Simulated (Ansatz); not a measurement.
# Bands, cutoff and cost in G0W0 for Si3N4 (P6_3/m), part 2 of 2

How do accuracy and time trade against each other in G0W0 on Si3N4 (P6_3/m)?

Ansatz 0.2.0; G0W0 on PBE, plane waves, PAW; PAW set soft_1. Known limits of the many-body steps: not at the basis limit; coarse k mesh.

So far. Step 4 (798 empty bands, screening to 180 eV): Against the run with 3×3×6 mesh, 370 empty bands, screening to 108 eV, PAW set soft_1 files, the gap moves by +0.18 eV.

## (5) Changing the k mesh: 3×3×4 mesh, 370 empty bands, screening to 108 eV, PAW set soft_1 files

Only the mesh changes. It samples the long-range screening, which converges on its own terms. Bands and cutoff differ from the step before, so it is read against an earlier run that matches them.

Contents of input.yaml:

```yaml
crystal:
  lattice:
    - [7.6044, 0.0, 0.0]
    - [-3.8022, 6.5856035805, 0.0]
    - [0.0, 0.0, 2.9063]
  atoms:
    - { symbol: Si, position: [0.768477, 0.174557, 0.25] }
    - { symbol: Si, position: [0.59392, 0.768477, 0.75] }
    - { symbol: Si, position: [0.825443, 0.59392, 0.25] }
    - { symbol: Si, position: [0.231523, 0.825443, 0.75] }
    - { symbol: Si, position: [0.40608, 0.231523, 0.25] }
    - { symbol: Si, position: [0.174557, 0.40608, 0.75] }
    - { symbol: "N", position: [0.0305, 0.33024, 0.25] }
    - { symbol: "N", position: [0.70026, 0.0305, 0.75] }
    - { symbol: "N", position: [0.66976, 0.70026, 0.25] }
    - { symbol: "N", position: [0.9695, 0.66976, 0.75] }
    - { symbol: "N", position: [0.29974, 0.9695, 0.25] }
    - { symbol: "N", position: [0.33024, 0.29974, 0.75] }
    - { symbol: "N", position: [0.6666666667, 0.3333333333, 0.25] }
    - { symbol: "N", position: [0.3333333333, 0.6666666667, 0.75] }
kpoints:
  mp_grid: { grid: [3, 3, 4] }
hamiltonian:
  xc: pbe
  pseudopotentials: { kind: paw, azcp: { folder: soft_1 } }
scf:
  occupations: { method: fixed }
gw:
  n_empty_bands: 370
  ecut_chi: 108
  qp_bands: [v4, c4]
  qp_kpoints: band_edges
  screening: { model: contour_deformation }
```

Launch:

```sh
$ ansatz run input.yaml --threads 2 --pin off --max-ram 73728MiB --backend cuda --events-out ev --progress --plain --runs-dir out --devices 1 --max-vram 13GiB
```

Numbers of over 12 decimals in the logs are rounded to 6 here.

What it wrote:

```text
GPUs: using 1 of 1 available (devices: 1).
[...]
GPU FFT provider: cuFFT
GPU libraries: cuBLAS 13.8.2, cuFFT 12.4.0, cuSOLVER 12.3.4
Crystal: 14 atoms, lattice volume = 145.546 Å³
Basis set: ecut = 420 eV, 2823 PW (Γ)
Bands: 46, of which v1, the nominal top of the filled ones, is band 32 counted from 1 (31 counted from 0)
Symmetry: 12 space group operations
[...]
k-points: 9 of 36
[...]
0    36     13.1921    -8.1400    -4.4608   -13.5837  0.8269    14.1817    14.1750  root
[...]
8    33     13.3302    -7.9342    -4.4176   -13.2611  0.8289    14.2451    14.2395  root
     8    34     13.3302    -7.9342    -4.4176   -13.2611  0.8289    14.2451    14.2395  root
     8    35     14.1461    -6.9042    -4.3995   -12.1180  0.8303    14.9649    14.9603  root
     8    36     14.1461    -6.9042    -4.3995   -12.1180  0.8303    14.9649    14.9603  root
[key lines of the parts left out:]
SCF converged after 9 iterations
Free energy (F): -6901.721101 eV
Fermi energy:    8.226900 eV
```

The job ended after 25 s (1 × NVIDIA H100 80GB HBM3 (shared by 6 runs) with 2 threads of AMD EPYC 7R13 (Zen 3), shared host; peak memory 1.4 GiB).

This step gave:

| Property | Result |
| --- | --- |
| bands summed | 402 |
| RPA ε∞ on this mesh (eigenvalues) | 4.004, 4.004, 4.271 |
| plane waves in the screening matrix | 377 |
| G0W0 gap on the mesh | 6.010 eV |
| k of the valence top | 0, 0, 0.25 |
| k of the conduction bottom | 0, 0, 0 |
| starting gap on the mesh | 4.394 eV |
| least direct G0W0 gap on the computed points | 6.172 eV |

Against the run with 3×3×6 mesh, 370 empty bands, screening to 108 eV, PAW set soft_1 files, the gap moves by +0.09 eV, while the start moved by +0.07 eV. A band edge is found at another k point on this mesh.

## (6) Changing the frequency model: 3×3×6 mesh, 370 empty bands, screening to 108 eV, plasmon pole, PAW set soft_1 files

A plasmon pole stands in for the full frequency dependence of the screening; this run shows what that costs in accuracy.

Changes to input.yaml since step 5:

```diff
@@ -21,3 +21,3 @@
 kpoints:
-  mp_grid: { grid: [3, 3, 4] }
+  mp_grid: { grid: [3, 3, 6] }
 hamiltonian:
@@ -32,2 +32,2 @@
   qp_kpoints: band_edges
-  screening: { model: contour_deformation }
+  screening: { model: godby_needs }
```

What it wrote:

```text
GPUs: using 1 of 1 available (devices: 1).
[...]
GPU FFT provider: cuFFT
GPU libraries: cuBLAS 13.8.2, cuFFT 12.4.0, cuSOLVER 12.3.4
Crystal: 14 atoms, lattice volume = 145.546 Å³
Basis set: ecut = 420 eV, 2823 PW (Γ)
Bands: 46, of which v1, the nominal top of the filled ones, is band 32 counted from 1 (31 counted from 0)
Symmetry: 12 space group operations
[...]
k-points: 12 of 54
[...]
0    36     13.1908    -8.1964    -4.3853   -13.5878  0.8340    14.2016    14.1968  root
[...]
11    33     13.3284    -7.9336    -4.3880   -13.2616  0.8349    14.2725    14.2684  root
    11    34     13.3284    -7.9336    -4.3880   -13.2616  0.8349    14.2725    14.2684  root
    11    35     14.1446    -6.9072    -4.3675   -12.1202  0.8372    14.9934    14.9900  root
    11    36     14.1446    -6.9072    -4.3675   -12.1202  0.8372    14.9934    14.9900  root
[key lines of the parts left out:]
SCF converged after 9 iterations
Free energy (F): -6901.770867 eV
Fermi energy:    8.296649 eV
```

The job ended after 39 s (1 × NVIDIA H100 80GB HBM3 (shared by 6 runs) with 2 threads; peak memory 2.5 GiB; 59 s of CPU time).

Numbers from this step:

| Quantity | Value |
| --- | --- |
| bands summed | 402 |
| plasmon-pole fit frequency | 24.62 eV |
| RPA ε∞ on this mesh (eigenvalues) | 4.001, 4.001, 4.097 |
| plane waves in the screening matrix | 377 |
| G0W0 gap on the mesh | 5.897 eV |
| k of the valence top | 0, 0, 0.1667 |
| k of the conduction bottom | 0, 0, 0 |
| starting gap on the mesh | 4.324 eV |
| least direct G0W0 gap on the computed points | 6.144 eV |

Against the run with 3×3×6 mesh, 370 empty bands, screening to 108 eV, PAW set soft_1 files, the gap moves by −0.02 eV.

## (7) Changing the files: 3×3×6 mesh, 370 empty bands, screening to 108 eV, hard PAW files

Other atomic data (hard PAW) test the pseudisation: the cutoff goes from 420 to 870 eV, with the same valence electrons.

This step: G0W0 on PBE, plane waves, PAW.

Changes to input.yaml since step 6:

```diff
@@ -24,3 +24,3 @@
   xc: pbe
-  pseudopotentials: { kind: paw, azcp: { folder: soft_1 } }
+  pseudopotentials: { kind: paw, source: ansatz }
 scf:
@@ -32,2 +32,2 @@
   qp_kpoints: band_edges
-  screening: { model: godby_needs }
+  screening: { model: contour_deformation }
```

What it wrote:

```text
GPUs: using 1 of 1 available (devices: 1).
[...]
GPU FFT provider: cuFFT
GPU libraries: cuBLAS 13.8.2, cuFFT 12.4.0, cuSOLVER 12.3.4
Crystal: 14 atoms, lattice volume = 145.546 Å³
Basis set: ecut = 870 eV, 8425 PW (Γ)
Bands: 46, of which v1, the nominal top of the filled ones, is band 32 counted from 1 (31 counted from 0)
Symmetry: 12 space group operations
[...]
k-points: 12 of 54
[...]
0    36     13.1955    -8.0974    -4.4318   -13.5325  0.8277    14.2056    14.1988  root
[...]
11    33     13.3346    -7.8170    -4.4340   -13.2036  0.8288    14.2935    14.2873  root
    11    34     13.3346    -7.8170    -4.4340   -13.2036  0.8288    14.2935    14.2873  root
    11    35     14.1516    -6.7776    -4.4158   -12.0613  0.8303    15.0248    15.0195  root
    11    36     14.1516    -6.7776    -4.4158   -12.0613  0.8303    15.0248    15.0195  root
[key lines of the parts left out:]
SCF converged after 9 iterations
Free energy (F): -6901.240717 eV
Fermi energy:    8.305224 eV
```

Elapsed: 39 s, on 1 × NVIDIA H100 80GB HBM3 (shared by 6 runs) with 2 threads; peak memory 2.2 GiB.

Numbers from this step:

```yaml
bands_summed: 402
rpa_eps_infinity_on_this_mesh_eigenvalues: 3.997, 3.997, 4.094
plane_waves_in_the_screening_matrix: 377
g0w0_gap_on_the_mesh: 5.947 eV
k_of_the_valence_top: 0, 0, 0.1667
k_of_the_conduction_bottom: 0, 0, 0
starting_gap_on_the_mesh: 4.317 eV
least_direct_g0w0_gap_on_the_computed_points: 6.180 eV
```

Against the run with 3×3×6 mesh, 370 empty bands, screening to 108 eV, PAW set soft_1 files, the gap moves by +0.03 eV.

## (8) The runs together

Times are wall times on 1 × NVIDIA H100 80GB HBM3 (shared by 6 runs) with 2 threads of AMD EPYC 7R13 (Zen 3), shared host, good to a factor of about two.

| mesh | files | frequency | bands summed | cutoff (eV) | start (eV) | G0W0 (eV) | time | host memory (GiB) |
| --- | --- | --- | --- | --- | --- | --- | --- | --- |
| 3×3×6 | PAW set soft_1 | contour deformation | 163 | 54 | 4.324 | 5.752 | 13 s | 1.2 |
| 3×3×6 | PAW set soft_1 | contour deformation | 402 | 108 | 4.324 | 5.921 | 38 s | 1.5 |
| 3×3×6 | PAW set soft_1 | contour deformation | 830 | 180 | 4.324 | 6.096 | 86 s | 2.7 |
| 3×3×4 | PAW set soft_1 | contour deformation | 402 | 108 | 4.394 | 6.010 | 25 s | 1.4 |
| 3×3×6 | PAW set soft_1 | plasmon pole | 402 | 108 | 4.324 | 5.897 | 39 s | 2.5 |
| 3×3×6 | hard PAW | contour deformation | 402 | 108 | 4.317 | 5.947 | 39 s | 2.2 |

The parts of the quasiparticle energy at the two band edges (eV; QP = start + Σx + Σc − Vxc):

| run | edge | start | Σx | Σc | Vxc | Z | QP |
| --- | --- | --- | --- | --- | --- | --- | --- |
| 163 bands | valence top | 8.30 | -21.96 | 3.76 | -17.96 | 0.80 | 8.06 |
| 163 bands | conduction bottom | 12.62 | -7.24 | -4.06 | -12.49 | 0.84 | 13.81 |
| 402 bands | valence top | 8.30 | -21.96 | 3.28 | -17.96 | 0.79 | 7.58 |
| 402 bands | conduction bottom | 12.62 | -7.24 | -4.37 | -12.49 | 0.84 | 13.50 |
| 830 bands | valence top | 8.30 | -21.96 | 2.98 | -17.96 | 0.79 | 7.28 |
| 830 bands | conduction bottom | 12.62 | -7.24 | -4.50 | -12.49 | 0.83 | 13.38 |

## (9) Results

```yaml
163_bands_54_ev: 5.752 eV
402_bands_108_ev: 5.921 eV
830_bands_180_ev: 6.096 eV
estimated_limit_in_bands_and_cutoff: 6.26 eV
mesh_and_start: 3×3×6, PBE
```

In words: A line in one over the bands through the two highest rungs gives 6.26 eV, +0.16 eV from the top rung; the pair below gives 6.04 eV, so the estimate is still climbing. The rungs stand 0.51 eV (163 bands), 0.34 eV (402 bands) and 0.16 eV (830 bands) from it. From 163 to 830 bands the gap moves by +0.34 eV while the time grows 6.4-fold. Σc changes by −0.78 eV at the valence top and −0.43 eV at the conduction bottom, so both edges matter. On the 3×3×4 mesh in place of 3×3×6 the gap differs by +0.09 eV, of which +0.07 eV is already in the start. The plasmon-pole model gives −0.02 eV against contour deformation, 1 % of the correction, and saved no time in this program. Hard PAW files move the gap by +0.03 eV at equal bands and cutoff, −0.01 eV of it in the start.

[Paths, hosts, dates, memory and timing lines, banners, echoed tables and standing remarks are left out of the program output.]

[Logs are printed without paths, hosts, clocks, repeated set-up lines and the standing remarks that a program may print on its own settings, such as how far it seeks lower states.]

[Runs of the session that timed out or met a known fault of the program may be left out.]

[Cells called generated may have been cut or substituted from an entry of the Crystallography Open Database or the Materials Project.]

[Hosts, paths, dates, database ids (printed as entryN), source tags and the programs' standing remarks are cut or masked in the printed files.]
